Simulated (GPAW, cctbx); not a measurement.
# What do these deviations say about the bonding?

IrC, P6_3/mmc (no. 194), a = 2.8761 Å, b = 2.8761 Å, c = 5.8318 Å, α = 90.00°, β = 90.00°, γ = 120.00°.

| atom | mult. | x | y | z |
| --- | --- | --- | --- | --- |
| Ir1 | 2 | 1/3 | 2/3 | 1/4 |
| C1 | 2 | 0 | 0 | 1/2 |

The start was made by putting kin elements into a known structure type; the compound need not exist, or be stable, in this form.

Absolute values of the static structure factors of the conventional cell from DFT (PBE, GPAW) against free spherical atoms, in electrons:

```
hkl  d (Å)  free atoms  crystal
002  2.916      126.81   126.56
100  2.491       57.96    57.65
101  2.291      110.33   110.33
102  1.894       65.90    65.97
103  1.532       96.85    96.75
004  1.458      114.07   114.01
110  1.438      113.39   113.41
112  1.290       99.97    99.99
104  1.258       47.47    47.64
200  1.245       47.25    47.44
```

**Question.** Which way does charge move, and which reflections show it best?

Project each element's phase sum on the total phase. |F| rises if density moves to atoms that scatter in phase and falls if it moves to atoms that scatter against it; the rule is for low angles, since changes of shape take over beyond. Where all elements are in phase the terms compete, and the compactness of the donor's and the acceptor's density matters too.

| hkl | Ir in phase | C in phase | change (e) | (%) |
| --- | --- | --- | --- | --- |
| 002 | +2.0 | -2.0 | -0.25 | -0.2 |
| 100 | +1.0 | -2.0 | -0.31 | -0.5 |
| 101 | +1.7 | 0.0 | -0.01 | 0.0 |
| 102 | +1.0 | +2.0 | +0.07 | +0.1 |
| 103 | +1.7 | 0.0 | -0.10 | -0.1 |
| 004 | +2.0 | +2.0 | -0.05 | 0.0 |
| 110 | +2.0 | +2.0 | +0.01 | 0.0 |
| 112 | +2.0 | -2.0 | +0.02 | 0.0 |

Low-angle reflections that set elements apart and change by more than 0.05 e: 002 and 100 (101 hardly moves and tells little). The signs fit a gain of density on C and a loss on Ir. The best witness is 100, -0.5 %, where C enters with -2.0. The real-space density agrees: Voronoi charges Ir +0.18, C -0.18 e. The shortest bond, Ir–C, has Δρ = +0.06 e/Å³ at its midpoint.

[Outputs are excerpts: Python notices, other lines and further rows are left out; steps that failed or that the build refused (PBEsol, TPSS) are not shown.]

[Logs are printed without paths, hosts, clocks, repeated set-up lines and the standing remarks that a program may print on its own settings, such as how far it seeks lower states.]
